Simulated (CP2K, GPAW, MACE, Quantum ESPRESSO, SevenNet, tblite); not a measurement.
# CP2K runs on random packing of As25S75 (at. %) (71 atoms), part 3 of 3

How do the settings of CP2K change the result for random packing of As25S75 (at. %) (71 atoms)? A plane-wave run serves as the yardstick.

Program: CP2K 2026.2; the method stands at each step. Banners, paths, timers and routine set-up lines are dropped from the logs unmarked, and long logs keep their key lines alone; longer cuts are marked.

So far. Step 6 (PBE, DZVP-MOLOPT-SR, 350/20 Ry, diagonalisation): Against the first run (6.6 %), the force difference from the reference is 13 %, at 0.72 times the CPU time: the grid matters here. Step 7 (PBE+D4, DZVP-MOLOPT-SR, 350/50 Ry, diagonalisation): Against the first run (6.6 %), the force difference from the reference is 7.7 %, at 1.0 times the CPU time; the model has changed, so this is no error of the program alone.

### 8. PBE, DZVP-MOLOPT (SR for As), 350/50 Ry, diagonalisation

Method: Kohn-Sham DFT, PBE, GTH-PBE pseudopotentials, Gaussian and plane waves, DZVP-MOLOPT-GTH, diagonalisation.

Contents of input.inp:

```
&GLOBAL
  PROJECT cell
  RUN_TYPE ENERGY_FORCE
  PRINT_LEVEL LOW
&END GLOBAL
&FORCE_EVAL
  METHOD QS
  STRESS_TENSOR ANALYTICAL
  &DFT
    BASIS_SET_FILE_NAME BASIS_MOLOPT
    POTENTIAL_FILE_NAME GTH_POTENTIALS
    &MGRID
      CUTOFF 350
      REL_CUTOFF 50
    &END MGRID
    &QS
      EPS_DEFAULT 1.0E-12
    &END QS
    &SCF
      SCF_GUESS ATOMIC
      EPS_SCF 5.0E-06
      MAX_SCF 200
      ADDED_MOS 14
      &DIAGONALIZATION
        ALGORITHM STANDARD
      &END DIAGONALIZATION
      &SMEAR ON
        METHOD FERMI_DIRAC
        ELECTRONIC_TEMPERATURE [K] 580
      &END SMEAR
      &MIXING
        METHOD BROYDEN_MIXING
        ALPHA 0.3
        NBROYDEN 12
      &END MIXING
      &PRINT
        &RESTART OFF
        &END RESTART
      &END PRINT
    &END SCF
    &XC
      &XC_FUNCTIONAL PBE
      &END XC_FUNCTIONAL
    &END XC
    &PRINT
      &MULLIKEN ON
      &END MULLIKEN
      &HIRSHFELD ON
        SHAPE_FUNCTION DENSITY
      &END HIRSHFELD
      &MO ON
        EIGENVALUES T
        OCCUPATION_NUMBERS T
        MO_INDEX_RANGE 193 216
        &EACH
          QS_SCF 0
        &END EACH
        ADD_LAST NUMERIC
      &END MO
    &END PRINT
  &END DFT
  &SUBSYS
    &CELL
      A 12.43350 0.00000 0.00000
      B 0.00000 12.43350 0.00000
      C 0.00000 0.00000 12.43350
    &END CELL
    &TOPOLOGY
      COORD_FILE_NAME structure.xyz
      COORD_FILE_FORMAT XYZ
    &END TOPOLOGY
    &KIND As
      BASIS_SET DZVP-MOLOPT-SR-GTH-q5
      POTENTIAL GTH-PBE-q5
    &END KIND
    &KIND S
      BASIS_SET DZVP-MOLOPT-GTH-q6
      POTENTIAL GTH-PBE-q6
    &END KIND
  &END SUBSYS
  &PRINT
    &FORCES ON
    &END FORCES
    &STRESS_TENSOR ON
    &END STRESS_TENSOR
  &END PRINT
&END FORCE_EVAL
```

Contents of structure.xyz:

```xyz
71

[... 71 atom lines left out: the same atoms as in the first run ...]
```

Launch:

```console
$ OMP_NUM_THREADS=1 mpirun -np 4 cp2k.psmp -i input.inp > output.txt
```

Numbers of over 12 decimals in the logs are rounded to 6 here.

Log:

```text
CP2K| version string:                                       CP2K version 2026.2
 CP2K| Input file name                                                 input.inp
 GLOBAL| Basis set file name                                        BASIS_MOLOPT
 GLOBAL| Potential file name                                      GTH_POTENTIALS
 GLOBAL| Run type                                                   ENERGY_FORCE
 GLOBAL| Total number of message passing processes                             4
 GLOBAL| Number of threads for this process                                    1
 TOTAL NUMBERS AND MAXIMUM NUMBERS
  Total number of            - Atomic kinds:                                   2
                             - Atoms:                                         71
[... lines left out ...]
                        Smear method:                                FERMI_DIRAC
[... lines left out ...]
 Number of electrons:                                                        408
[... lines left out ...]
  Step     Update method      Time    Convergence         Total energy    Change
[... lines left out ...]
  *** SCF run converged in    28 steps ***
[... lines left out ...]
  Fermi energy:                                                 0.083103
  Total energy:                                              -652.260384
  Total energy (extrapolated to T->0):                       -652.249461
[... lines left out ...]
 MO| E(Fermi):            0.083103 a.u.          2.261339 eV
[... lines left out ...]
 !-----------------------------------------------------------------------------!
 !-----------------------------------------------------------------------------!
                           Hirshfeld Charges
  #Atom  Element  Kind  Ref Charge     Population                    Net charge
      1       As     1       5.000          4.874                         0.126
      2       As     1       5.000          4.802                         0.198
      3       As     1       5.000          4.989                         0.011
[...]
70       S      2       6.000          6.067                        -0.067
     71       S      2       6.000          6.015                        -0.015
  Total Charge                                                            0.000
 !-----------------------------------------------------------------------------!
 ENERGY| Total FORCE_EVAL ( QS ) energy [hartree]           -652.260384
 FORCES| Atomic forces [hartree/bohr]
 FORCES|   Atom     x               y               z               |f|
 FORCES|      1 -2.23878128E-02  1.18458108E-02  3.11415684E-02   4.01414334E-02
 FORCES|      2  3.29471376E-03 -7.85731022E-03 -2.41554102E-02   2.56139865E-02
 FORCES|      3  3.88878498E-03 -2.42526349E-02  2.82631856E-03   2.47245025E-02
[...]
FORCES|     70  2.72948475E-02 -4.38169651E-04  3.12358553E-02   4.14834829E-02
 FORCES|     71 -2.37308620E-02 -9.83733557E-03  2.69367494E-02   3.72225127E-02
 FORCES| Sum    -2.12774872E-06  1.52577599E-06  4.81979134E-06
 FORCES| Total atomic force                                       5.48504290E-06
 STRESS| Analytical stress tensor [bar]
 STRESS|                        x                   y                   z
 STRESS|      x       -7.05647570073E+04  -2.84523768414E+03   3.26513151432E+03
 STRESS|      y       -2.84523768414E+03  -6.87509652046E+04  -3.43676886040E+03
 STRESS|      z        3.26513151432E+03  -3.43676886040E+03  -7.64310228825E+04
 STRESS| 1/3 Trace                                            -7.19155816982E+04
```

It took 79 s on 4 MPI ranks of Arm Neoverse V2, shared host; peak memory 3.5 GiB; 5.3 min of CPU time.

Numbers from this run, and their distance from the reference:

| Item | Value |
| --- | --- |
| r.m.s. force component | 0.7761 eV/Å |
| r.m.s. difference of force components | 43.97 meV/Å |
| longest difference of force vectors | 150.1 meV/Å |
| force difference over r.m.s. force | 5.591 % |
| slope of forces against the reference's | 0.9855 |
| correlation of force components | 0.9985 |
| pressure | -7.192 GPa |
| pressure difference | 0.4271 GPa |

Against the first run (6.6 %), the force difference from the reference is 5.6 %, at 2.0 times the CPU time (on 4 against 2 cores), with 923 basis functions against 923.

### 9. PBEsol, PBE potentials, DZVP-MOLOPT-SR, 350/50 Ry, diagonalisation

Method: Kohn-Sham DFT, PBEsol, GTH-PBE pseudopotentials, Gaussian and plane waves, DZVP-MOLOPT-SR-GTH, diagonalisation.

input.inp, as its differences from that of step 8:

```diff
@@ -41,3 +41,6 @@
     &XC
-      &XC_FUNCTIONAL PBE
+      &XC_FUNCTIONAL
+        &PBE
+          PARAMETRIZATION PBESOL
+        &END PBE
       &END XC_FUNCTIONAL
@@ -76,3 +79,3 @@
     &KIND S
-      BASIS_SET DZVP-MOLOPT-GTH-q6
+      BASIS_SET DZVP-MOLOPT-SR-GTH-q6
       POTENTIAL GTH-PBE-q6
```

structure.xyz is that of step 8.

Launch:

```console
$ OMP_NUM_THREADS=2 cp2k.psmp -i input.inp > output.txt
```

Log:

```text
CP2K| version string:                                       CP2K version 2026.2
 CP2K| Input file name                                                 input.inp
 GLOBAL| Basis set file name                                        BASIS_MOLOPT
 GLOBAL| Potential file name                                      GTH_POTENTIALS
 GLOBAL| Run type                                                   ENERGY_FORCE
 GLOBAL| Total number of message passing processes                             1
 GLOBAL| Number of threads for this process                                    2
[... lines left out ...]
                        Smear method:                                FERMI_DIRAC
[... lines left out ...]
 Number of electrons:                                                        408
[... lines left out ...]
  Step     Update method      Time    Convergence         Total energy    Change
[... lines left out ...]
  *** SCF run converged in    28 steps ***
[... lines left out ...]
  Fermi energy:                                                 0.083214
  Total energy:                                              -650.553461
  Total energy (extrapolated to T->0):                       -650.542622
[... lines left out ...]
 MO| E(Fermi):            0.083214 a.u.          2.264356 eV
[... lines left out ...]
     71       S      2       6.000          6.014                        -0.014
  Total Charge                                                            0.000
 !-----------------------------------------------------------------------------!
 ENERGY| Total FORCE_EVAL ( QS ) energy [hartree]           -650.553463
 FORCES| Atomic forces [hartree/bohr]
 FORCES|   Atom     x               y               z               |f|
 FORCES|      1 -2.35515159E-02  1.30953266E-02  3.11022708E-02   4.11523114E-02
 FORCES|      2  3.06738947E-03 -8.66333197E-03 -2.43372423E-02   2.60146797E-02
 FORCES|      3  4.99232373E-03 -2.43410588E-02  3.62716298E-03   2.51110882E-02
[...]
FORCES|     70  2.73548891E-02 -1.07298459E-03  3.20495194E-02   4.21498867E-02
 FORCES|     71 -2.37138142E-02 -8.70242982E-03  2.70799450E-02   3.70324275E-02
 FORCES| Sum     3.01847289E-06 -2.06310502E-06 -3.48929363E-06
 FORCES| Total atomic force                                       5.05398367E-06
 STRESS| Analytical stress tensor [bar]
 STRESS|                        x                   y                   z
 STRESS|      x       -9.14057057069E+04  -2.92630094570E+03   3.16736581714E+03
 STRESS|      y       -2.92630094570E+03  -8.93994366368E+04  -2.99416663355E+03
 STRESS|      z        3.16736581714E+03  -2.99416663355E+03  -9.73119923419E+04
 STRESS| 1/3 Trace                                            -9.27057115619E+04
```

The job ended after 93 s (2 threads; peak memory 2.5 GiB; 2.7 min of CPU time).

Compared with the plane-wave run:

| Quantity | Value |
| --- | --- |
| r.m.s. force component | 0.7727 eV/Å |
| r.m.s. difference of force components | 68.4 meV/Å |
| longest difference of force vectors | 256.4 meV/Å |
| force difference over r.m.s. force | 8.698 % |
| slope of forces against the reference's | 0.979 |
| correlation of force components | 0.9963 |
| pressure | -9.271 GPa |
| pressure difference | -1.652 GPa |

Against the first run (6.6 %), the force difference from the reference is 8.7 %, at 1.0 times the CPU time; the model has changed, so this is no error of the program alone.

### 10. All runs compared

Differences are against the plane-wave reference, forces as r.m.s. over components; share is that over the reference's r.m.s. force, slope the least-squares factor from reference forces to these. Total energies of different programs have different zeros and aren't compared.

```tsv
run	Δ force, r.m.s. (meV/Å)	share (%)	slope	Δ pressure (GPa)	cores	CPU time	memory (GiB)
reference	-	-	-	-	4	25 min	5.0
CP2K PBE, DZVP-MOLOPT-SR, 350/50 Ry, diagonalisation	51.9	6.60	0.979	0.254	2	2.7 min	2.5
CP2K PBE, TZVP-MOLOPT (SR for As), 350/50 Ry, diagonalisation	50.9	6.48	0.966	0.320	4	5.7 min	3.7
CP2K BLYP, DZVP-MOLOPT-SR, 350/50 Ry, diagonalisation	152	19.4	0.899	3.41	2	2.4 min	2.5
CP2K PBE, DZVP-MOLOPT-SR, 489/50 Ry, diagonalisation	51.9	6.59	0.979	0.254	2	3.9 min	4.7
CP2K PBE, DZVP-MOLOPT-SR, 350/20 Ry, diagonalisation (coarse)	102	12.9	0.977	0.608	2	1.9 min	2.5
CP2K PBE+D4, DZVP-MOLOPT-SR, 350/50 Ry, diagonalisation	60.4	7.68	0.971	-1.25	2	2.7 min	2.5
CP2K PBE, DZVP-MOLOPT (SR for As), 350/50 Ry, diagonalisation	44.0	5.59	0.986	0.427	4	5.3 min	3.5
CP2K PBEsol, PBE potentials, DZVP-MOLOPT-SR, 350/50 Ry, diagonalisation	68.4	8.70	0.979	-1.65	2	2.7 min	2.5
```

Rows marked coarse were listed beforehand as settings not expected to be converged; some can still land near the reference.

CPU time is summed over cores on a shared host, where runs went side by side, so it is rough. Symmetry, cutoffs, thresholds, outputs and thread counts weren't matched or tuned between programs; memory under MPI is the largest rank's times the ranks.

Mean charges by element (e), by run and scheme:

```tsv
run	scheme	As	S
CP2K PBE, DZVP-MOLOPT-SR, 350/50 Ry, diagonalisation	Mulliken	+0.10	-0.03
CP2K PBE, DZVP-MOLOPT-SR, 350/50 Ry, diagonalisation	Hirshfeld	+0.11	-0.04
CP2K PBE, TZVP-MOLOPT (SR for As), 350/50 Ry, diagonalisation	Mulliken	+0.30	-0.10
CP2K PBE, TZVP-MOLOPT (SR for As), 350/50 Ry, diagonalisation	Hirshfeld	+0.12	-0.04
CP2K BLYP, DZVP-MOLOPT-SR, 350/50 Ry, diagonalisation	Mulliken	+0.12	-0.04
CP2K BLYP, DZVP-MOLOPT-SR, 350/50 Ry, diagonalisation	Hirshfeld	+0.11	-0.04
CP2K PBE, DZVP-MOLOPT-SR, 489/50 Ry, diagonalisation	Mulliken	+0.10	-0.03
CP2K PBE, DZVP-MOLOPT-SR, 489/50 Ry, diagonalisation	Hirshfeld	+0.11	-0.04
CP2K PBE+D4, DZVP-MOLOPT-SR, 350/50 Ry, diagonalisation	Mulliken	+0.10	-0.03
CP2K PBE+D4, DZVP-MOLOPT-SR, 350/50 Ry, diagonalisation	Hirshfeld	+0.11	-0.04
CP2K PBE, DZVP-MOLOPT (SR for As), 350/50 Ry, diagonalisation	Mulliken	+0.10	-0.03
CP2K PBE, DZVP-MOLOPT (SR for As), 350/50 Ry, diagonalisation	Hirshfeld	+0.11	-0.04
CP2K PBEsol, PBE potentials, DZVP-MOLOPT-SR, 350/50 Ry, diagonalisation	Mulliken	+0.09	-0.03
CP2K PBEsol, PBE potentials, DZVP-MOLOPT-SR, 350/50 Ry, diagonalisation	Hirshfeld	+0.10	-0.04
```

Within one program, basis, potentials and functional, energies share a zero. Each run against its twin at the usual cutoff or grid and solver:

```tsv
run	twin	Δ energy (meV/atom)	Δ force, r.m.s. (meV/Å)	CPU time over the twin's
CP2K PBE, DZVP-MOLOPT-SR, 489/50 Ry, diagonalisation	DZVP-MOLOPT-SR, 350/50 Ry, diagonalisation	-7.0e-4	0.029	1.5
CP2K PBE, DZVP-MOLOPT-SR, 350/20 Ry, diagonalisation	DZVP-MOLOPT-SR, 350/50 Ry, diagonalisation	-11.7	85.5	0.72
```

### 11. Outcome

```yaml
nearest_in_forces: CP2K PBE, DZVP-MOLOPT (SR for As), 350/50 Ry, diagonalisation, 5.6 %
its_cpu_time: 5.3 min
```

The PBE runs in local orbitals, coarse settings apart, differ by 5.6 % (CP2K PBE, DZVP-MOLOPT (SR for As), 350/50 Ry, diagonalisation) to 6.6 % (CP2K PBE, DZVP-MOLOPT-SR, 350/50 Ry, diagonalisation); basis, grid and potentials can all enter. Rows with another functional or a dispersion term differ by 7.7 % (CP2K PBE+D4, DZVP-MOLOPT-SR, 350/50 Ry, diagonalisation) to 19 % (CP2K BLYP, DZVP-MOLOPT-SR, 350/50 Ry, diagonalisation), which mixes the change of model with differences of basis and potentials, some of them made for another functional. Runs with settings chosen to be coarse differ by 13 % (CP2K PBE, DZVP-MOLOPT-SR, 350/20 Ry, diagonalisation), their programs' other errors included. Of the electronic-structure runs that take under half the reference's CPU time, CP2K PBE, DZVP-MOLOPT (SR for As), 350/50 Ry, diagonalisation comes nearest, at 5.6 % in 5.3 min against 25 min. Charges hang on scheme and program or settings: among these rows the mean for As runs from +0.09 to +0.30 e. The reference's pressure holds the uncorrected Pulay stress of its 45 Ry basis, so small pressure differences, and their order, may be the reference's own error. The reference's pressure of -7.6 GPa belongs to a cell and atoms that aren't relaxed at this level. The electronic-structure runs sample only Γ, in a cell whose shortest periodic width is 12 Å, which is coarse for a cell with partly filled levels.

[Also dropped from logs without a mark: logging warnings of Python, and SIESTA's first energy breakdown and zero terms.]

[Logs are printed without paths, hosts, clocks, repeated set-up lines and the standing remarks that a program may print on its own settings, such as how far it seeks lower states.]

[Hosts, paths, dates, database ids (printed as entryN), source tags and the programs' standing remarks are cut or masked in the printed files.]
